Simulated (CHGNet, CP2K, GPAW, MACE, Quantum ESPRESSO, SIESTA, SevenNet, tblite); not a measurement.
# Twisted Ti2CO2 MXene bilayer, 38.21° (70 atoms): one structure in several programs

Wanted: errors and costs of other methods on twisted Ti2CO2 MXene bilayer, 38.21° (70 atoms). A plane-wave run serves as the reference.

Method: Kohn-Sham DFT, PBE, SSSP efficiency 1.3.0 pseudopotentials, plane waves, in Quantum ESPRESSO 7.5.

## Step 1: Starting point

The cell holds 70 atoms: 14 C, 28 Ti and 28 O. Its edges and angles: a = 8.017 Å, b = 8.017 Å, c = 23.800 Å, α = 90.0°, β = 90.0°, γ = 120.0°. It derives from Ti2CO2 (Ti2CO2 MXene). Ti2CO2 MXene (a = 3.03 Å) under Ti2CO2 MXene (a = 3.03 Å), bilayer, commensurate cell of 7 unit cells a layer, twist 38.21 deg; facing planes 2.92 Å apart; 12 Å of vacuum; layers as built, displaced by a Gaussian of 0.01 Å. Then every atom was moved at random, 0.03 Å r.m.s. a Cartesian component. Regions: layer 1, 35 atoms (7 C, 14 Ti and 14 O); layer 2, 35 atoms (7 C, 14 Ti and 14 O). Vacuum lies along c.

## Step 2: The reference run

The input, pw.in:

```
&control
  calculation = 'scf'
  pseudo_dir = './pseudo'
  outdir = './tmp'
  disk_io = 'none'
  tprnfor = .true.
/
&system
  ibrav = 0
  nat = 70
  ntyp = 3
  ecutwfc = 60
  ecutrho = 480
  nosym = .true.
  occupations = 'smearing'
  smearing = 'fd'
  degauss = 0.003675
/
&electrons
  conv_thr = 3.5e-07
  electron_maxstep = 100
  mixing_beta = 0.2
  mixing_mode = 'local-TF'
  diagonalization = 'david'
/
ATOMIC_SPECIES
C 12.011 C.upf
Ti 47.867 Ti.upf
O 15.999 O.upf
CELL_PARAMETERS angstrom
8.01660 0.00000 0.00000
-4.00830 6.94258 0.00000
0.00000 0.00000 23.80000
ATOMIC_POSITIONS crystal
C 0.00124 0.99963 0.34539
Ti 0.19009 0.23790 0.40114
Ti 0.24026 0.04212 0.29093
O 0.24223 0.05302 0.43835
O 0.18945 0.23896 0.25079
C 0.14251 0.42279 0.34470
Ti 0.33450 0.67071 0.40244
Ti 0.38215 0.47720 0.28948
O 0.37822 0.46913 0.43643
O 0.34257 0.67381 0.25075
C 0.28583 0.85885 0.34425
Ti 0.47536 0.09688 0.40330
[... 54 atom lines left out ...]
Ti 0.04554 0.79820 0.71011
Ti 0.10405 0.04381 0.60095
O 0.08692 0.02657 0.74869
O 0.04152 0.78772 0.56161
K_POINTS gamma
```

Command:

```console
OMP_NUM_THREADS=1 pw.x -in pw.in > output.txt
```

The program printed:

```text
Program PWSCF
     gamma-point specific algorithms are used
     sticks:   dense  smooth     PW     G-vecs:    dense   smooth      PW
     Sum        7591    3793    955              1587427   561281   70293
     bravais-lattice index     =            0
     lattice parameter (alat)  =      15.1492  a.u.
     unit-cell volume          =    8938.9121 (a.u.)^3
     number of atoms/cell      =           70
     number of atomic types    =            3
     number of electrons       =       560.00
     number of Kohn-Sham states=          336
     kinetic-energy cutoff     =      60.0000  Ry
     charge density cutoff     =     480.0000  Ry
     scf convergence threshold =      3.5E-07
     mixing beta               =       0.2000
[... lines left out ...]
     number of k points=     1  Fermi-Dirac smearing, width (Ry)=  0.0037
[... lines left out ...]
     total energy              =   -4773.72919562 Ry
[... lines left out ...]
     total energy              =   -4767.08648235 Ry
[... lines left out ...]
     total energy              =   -4770.48714484 Ry
[... lines left out ...]
     c_bands:  5 eigenvalues not converged
[... lines left out ...]
     c_bands:  4 eigenvalues not converged
[... lines left out ...]
     total energy              =   -4770.20870975 Ry
[... lines left out ...]
     total energy              =   -4770.20870978 Ry
     estimated scf accuracy    <       0.00000052 Ry
     iteration # 39     ecut=    60.00 Ry     beta= 0.20
     negative rho (up, down):  3.388E-02 0.000E+00
     End of self-consistent calculation
          k = 0.0000 0.0000 0.0000 ( 35147 PWs)   bands (ev):
   -53.8522 -53.8463 -53.8221 -53.8128 -53.7955 -53.7805 -53.7739 -53.7405
   -53.7270 -53.7165 -53.7025 -53.6995 -53.6866 -53.6768 -53.6712 -53.6682
   -53.6638 -53.6570 -53.6506 -53.6440 -53.6411 -53.6235 -53.6203 -53.6133
[...]
5.7919   5.8196   5.8312   5.8343   5.8556   5.8767   6.1532   6.1908
     6.2012   6.2175   6.2314   6.2509   6.2539   6.2792   6.2991   6.3192
     the Fermi energy is     4.3048 ev
!    total energy              =   -4770.20870965 Ry
     estimated scf accuracy    <       0.00000022 Ry
     smearing contrib. (-TS)   =      -0.00241690 Ry
     internal energy E=F+TS    =   -4770.20629275 Ry
     The total energy is F=E-TS. E is the sum of the following terms:
     one-electron contribution =  -27604.62025105 Ry
     hartree contribution      =   13911.03771767 Ry
     xc contribution           =    -777.80010109 Ry
     ewald contribution        =   10054.16886591 Ry
     one-center paw contrib.   =    -352.99252420 Ry
     convergence has been achieved in  39 iterations
     negative rho (up, down):  3.388E-02 0.000E+00
     Forces acting on atoms (cartesian axes, Ry/au):
     atom    1 type  1   force =     0.00781537   -0.02070643   -0.00682136
     atom    2 type  2   force =    -0.01318296    0.01703941   -0.03047381
     atom    3 type  2   force =    -0.00611281    0.02298615    0.00783184
[...]
atom   69 type  3   force =     0.00931788    0.01252933   -0.00514904
     atom   70 type  3   force =     0.00765328    0.02349324   -0.00149730
     Total force =     0.267219     Total SCF correction =     0.001545
     Message from routine punch:
     Nothing written, as per user request (disk_io='none')
```

It took 29 min on 1 thread of Arm Neoverse V2, shared host; peak memory 4.2 GiB.

Banners, paths, timers and routine set-up lines are dropped from the logs unmarked, and long logs keep their key lines alone; longer cuts are marked.

Numbers from this run:

- r.m.s. force component: 0.4741 eV/Å
- longest force: 1.644 eV/Å
- gap (highest filled to lowest empty level): 0.3976 eV

## Step 3: Local order

Normalised to the volume that the atoms fill. g(r), total and by pair (bins of 0.2 Å):

```tsv
r (Å)	total	O-O	O-Ti	O-C	Ti-Ti	Ti-C	C-C
1.80	0.14	0.00	0.45	0.00	0.00	0.00	0.00
2.00	2.57	0.00	8.03	0.00	0.00	0.00	0.00
2.20	2.21	0.00	0.00	0.00	0.00	13.82	0.00
2.40	0.00	0.00	0.00	0.00	0.00	0.00	0.00
2.60	0.00	0.00	0.00	0.00	0.00	0.00	0.00
2.80	1.29	0.10	0.00	7.93	0.00	0.00	0.00
3.00	2.85	6.71	0.00	0.28	7.37	0.00	13.70
3.20	0.67	0.86	0.00	0.00	3.15	0.00	0.65
3.40	0.12	0.34	0.20	0.00	0.00	0.00	0.00
3.60	1.15	0.06	3.00	0.00	0.00	1.10	0.00
3.80	0.74	0.44	0.28	0.00	0.00	3.62	0.00
4.00	0.22	0.24	0.25	0.61	0.00	0.00	0.00
4.20	0.58	0.09	0.11	3.22	0.09	0.00	0.00
4.40	0.38	0.12	0.31	0.00	1.64	0.00	0.00
4.60	1.26	0.33	3.77	0.00	0.04	0.00	0.00
4.80	2.00	1.58	2.57	0.00	0.10	5.70	0.00
5.00	0.32	0.13	0.24	1.13	0.25	0.00	0.00
5.20	1.68	2.10	0.10	4.13	2.97	0.00	4.23
5.40	0.54	0.66	0.08	0.38	2.06	0.00	0.56
5.60	0.33	1.11	0.33	0.22	0.10	0.00	0.00
5.80	0.15	0.19	0.08	0.35	0.23	0.00	0.00
6.00	0.72	1.62	0.11	0.20	1.59	0.11	3.17
6.20	0.49	0.52	0.66	0.39	0.44	0.28	0.42
6.40	1.81	1.73	3.00	0.25	0.12	3.21	0.00
6.60	0.54	0.15	0.22	2.13	0.20	0.49	0.00
6.80	0.55	0.03	0.24	1.31	1.43	0.15	0.00
7.00	0.91	0.19	2.09	0.34	0.16	0.83	0.00
7.20	0.40	0.13	0.41	0.34	0.17	1.06	0.00
```

Bonds by pair of elements; cutoffs follow the first minimum of g(r), held within bounds set by covalent radii, and pairs that aren't listed don't count as bonded (cutoffs were set anew for this text, so counts can differ from the run's own analysis):

```tsv
pair A-B	cutoff (Å)	bonds	mean length (Å)	spread (Å)	shortest (Å)	B about A	A about B
O-Ti	2.64	84	1.98	0.047	1.86	3	3
Ti-C	2.64	84	2.18	0.038	2.11	3	6
```

How many atoms have how many bonded neighbours:

```tsv
element	mean	3	6
C	6	0	14
O	3	28	0
Ti	6	0	28
```

## Step 4: The ladder

The programs:
- CHGNet: machine-learned potential, published weights.
- CP2K 2026.2: Gaussian basis with GTH pseudopotentials and a plane-wave density; labels give functional, basis (MOLOPT sets; SR short-range, UZH the newer set with its own potentials), grid cutoff/relative cutoff and solver (OT: orbital transformation; TRS4, TC2, SIGN: linear-scaling purification with its sparsity filter), or its built-in tight binding.
- GPAW 26.7.0: PAW with atomic orbitals (LCAO), plane waves or a real-space grid of spacing h.
- MACE: machine-learned potential, published weights.
- Quantum ESPRESSO 7.5: plane waves; labels (QE) give functional, pseudopotential set and cutoffs of waves/density.
- SIESTA 5.4.2: numerical atomic orbitals, whose automatically made sets are far from complete, with PseudoDojo norm-conserving potentials that we converted to its format (checked against plane waves on the same files for H, C, O, Si, Ge and Ca alone); labels give functional, basis size, energy shift and mesh cutoff.
- SevenNet: machine-learned potential, published weights.
- tblite 0.8.0: extended tight binding, driven from Python.

All use the same cell and atoms; the electronic-structure runs use the same k-mesh, and an electronic temperature of 580 K (0.05 eV) where levels are smeared.

Differences are against the plane-wave reference, forces as r.m.s. over components; share is that over the reference's r.m.s. force, slope the least-squares factor from reference forces to these. Total energies of different programs have different zeros and aren't compared.

```tsv
run	Δ force, r.m.s. (meV/Å)	share (%)	slope	Δ gap (eV)	cores	CPU time	memory (GiB)
reference	-	-	-	-	1	29 min	4.2
CHGNet r2SCAN potential	299	63.0	0.412	-	1	3.4 s	1.2
CP2K PBE, DZVP-MOLOPT-SR, 400/50 Ry, diagonalisation (coarse)	61.6	13.0	1.034	-	2	8.8 min	2.6
CP2K PBE, DZVP-MOLOPT-SR, 560/50 Ry, diagonalisation (coarse)	26.3	5.54	1.017	-	4	11 min	5.7
CP2K PBE, DZVP-MOLOPT-SR, 800/50 Ry, diagonalisation	20.9	4.40	1.022	-	2	11 min	6.7
GPAW PBE, LCAO dzp, h 0.18 Å	198	41.7	1.089	-0.0353	1	8.7 min	1.8
GPAW PBE, LCAO dzp, h 0.22 Å (coarse)	229	48.4	1.135	-0.0352	1	5.1 min	1.1
GPAW PBE, LCAO szp(dzp), h 0.18 Å (coarse)	199	41.9	1.089	-0.0939	1	5.9 min	1.7
GPAW revPBE, LCAO dzp, h 0.18 Å	269	56.7	1.116	-0.0325	1	8.7 min	1.8
MACE MP-0b2 small potential	299	63.1	0.911	-	1	5.4 s	0.67
QE PBE, sssp-1.3.0-efficiency, 30/240 Ry (coarse)	21.6	4.56	1.015	-0.0051	2	11 min	1.5
SIESTA LDA, DZP, shift 0.01 Ry, mesh 500 Ry	208	43.9	0.952	-	2	7.8 min	1.8
SIESTA PBE, DZ, shift 0.01 Ry, mesh 500 Ry (coarse)	150	31.6	0.971	-	2	4.3 min	1.3
SIESTA PBE, DZP, shift 0.01 Ry, mesh 500 Ry	78.1	16.5	1.039	-	2	8.1 min	1.7
SevenNet l3i5 potential	220	46.4	0.802	-	1	8.4 s	1.4
tblite GFN1-xTB	549	116	0.321	-	1	3.9 s	0.12
```

Rows marked coarse were listed beforehand as settings not expected to be converged; some can still land near the reference.

Times of the machine-learned potentials are mostly Python's start and the loading of weights.

CPU time is summed over cores on a shared host, where runs went side by side, so it is rough. Symmetry, cutoffs, thresholds, outputs and thread counts weren't matched or tuned between programs; memory under MPI is the largest rank's times the ranks.

Mean charges by element (e), by run and scheme:

```tsv
run	scheme	C	Ti	O
CP2K PBE, DZVP-MOLOPT-SR, 560/50 Ry, diagonalisation	Mulliken	-0.24	+0.65	-0.53
CP2K PBE, DZVP-MOLOPT-SR, 560/50 Ry, diagonalisation	Hirshfeld	-0.34	+0.43	-0.26
CP2K PBE, DZVP-MOLOPT-SR, 800/50 Ry, diagonalisation	Mulliken	-0.24	+0.65	-0.53
CP2K PBE, DZVP-MOLOPT-SR, 800/50 Ry, diagonalisation	Hirshfeld	-0.34	+0.43	-0.26
SIESTA LDA, DZP, shift 0.01 Ry, mesh 500 Ry	Hirshfeld	-0.31	+0.37	-0.21
SIESTA PBE, DZP, shift 0.01 Ry, mesh 500 Ry	Hirshfeld	-0.32	+0.38	-0.22
tblite GFN1-xTB	Mulliken	-0.41	+0.66	-0.45
```

Within one program, basis, potentials and functional, energies share a zero. Each run against its twin at the usual cutoff or grid and solver:

```tsv
run	twin	Δ energy (meV/atom)	Δ force, r.m.s. (meV/Å)	CPU time over the twin's
CP2K PBE, DZVP-MOLOPT-SR, 400/50 Ry, diagonalisation	DZVP-MOLOPT-SR, 800/50 Ry, diagonalisation	-0.344	58.9	0.82
CP2K PBE, DZVP-MOLOPT-SR, 560/50 Ry, diagonalisation	DZVP-MOLOPT-SR, 800/50 Ry, diagonalisation	-0.0822	20.5	1.0 (this twin ran on 2 cores)
GPAW PBE, LCAO dzp, h 0.22 Å	LCAO dzp, h 0.18 Å	216	121	0.58
QE PBE, sssp-1.3.0-efficiency, 30/240 Ry	sssp-1.3.0-efficiency, 60/480 Ry	359	21.6	0.39 (this twin ran on 1 cores)
```

## Step 5: Outcome

```json
{
 "reference r.m.s. force component": "0.474 eV/Å",
 "nearest in forces": "CP2K PBE, DZVP-MOLOPT-SR, 800/50 Ry, diagonalisation, 4.4 %",
 "farthest in forces": "tblite GFN1-xTB, 116 %",
 "cheapest electronic-structure run beside the reference": "tblite GFN1-xTB, 3.9 s of CPU time"
}
```

What this shows: The PBE runs in local orbitals, coarse settings apart, differ by 4.4 % (CP2K PBE, DZVP-MOLOPT-SR, 800/50 Ry, diagonalisation) to 42 % (GPAW PBE, LCAO dzp, h 0.18 Å); basis, grid and potentials can all enter. Tight binding differs by 116 % (tblite GFN1-xTB); it is another model, with fitted parameters of its own, and the xTB methods hold dispersion. Machine-learned potentials differ by 46 % (SevenNet l3i5 potential) to 63 % (MACE MP-0b2 small potential); they were trained on other programs' data, some at another functional. Among those trained on PBE data the slope goes as low as 0.80, with a correlation of 0.89, so directions differ as well as sizes. Rows with another functional or a dispersion term differ by 44 % (SIESTA LDA, DZP, shift 0.01 Ry, mesh 500 Ry) to 57 % (GPAW revPBE, LCAO dzp, h 0.18 Å), which mixes the change of model with differences of basis and potentials. Runs with settings chosen to be coarse differ by 4.6 % (QE PBE, sssp-1.3.0-efficiency, 30/240 Ry) to 48 % (GPAW PBE, LCAO dzp, h 0.22 Å), their programs' other errors included. Of the electronic-structure runs that take under half the reference's CPU time, CP2K PBE, DZVP-MOLOPT-SR, 800/50 Ry, diagonalisation comes nearest, at 4.4 % in 11 min against 29 min. At the same functional, gaps differ from the reference's 0.398 eV by between -0.09 and -0.01 eV. These are spacings on the run's k-points, which needn't hold the band edges. Charges hang on model, scheme and program or settings: among these rows the mean for O runs from -0.53 to -0.21 e. In the reference: filled and empty levels are parted by 0.398 eV on the run's k-points; the mesh holds the band edges only if they fold onto it, so the gap at this level can be narrower or closed, while semilocal functionals tend to narrow gaps against experiment. In the reference: for some of the pairs, g(r) has its first main peak near 3.03 Å (O-O), 1.97 Å (O-Ti), 2.83 Å (O-C), 3.06 Å (Ti-Ti), 2.18 Å (Ti-C) and 3.03 Å (C-C). Periodic xTB results under one method name differ between programs and library versions. Machine-learned potentials mimic data converged in k, so the reference's own k-point error enters their differences. The reference's PBE has no dispersion term, which matters for the binding between molecules or layers. The runs have no spin polarisation, so any moments at edges, vacancies or dangling bonds can't form. The electronic-structure runs sample only Γ, in a cell whose shortest periodic width is 7 Å.

[Also dropped from logs without a mark: logging warnings of Python, and SIESTA's first energy breakdown and zero terms.]

[Logs are printed without paths, hosts, clocks, repeated set-up lines and the standing remarks that a program may print on its own settings, such as how far it seeks lower states.]

[Hosts, paths, dates, database ids (printed as entryN), source tags and the programs' standing remarks are cut or masked in the printed files.]
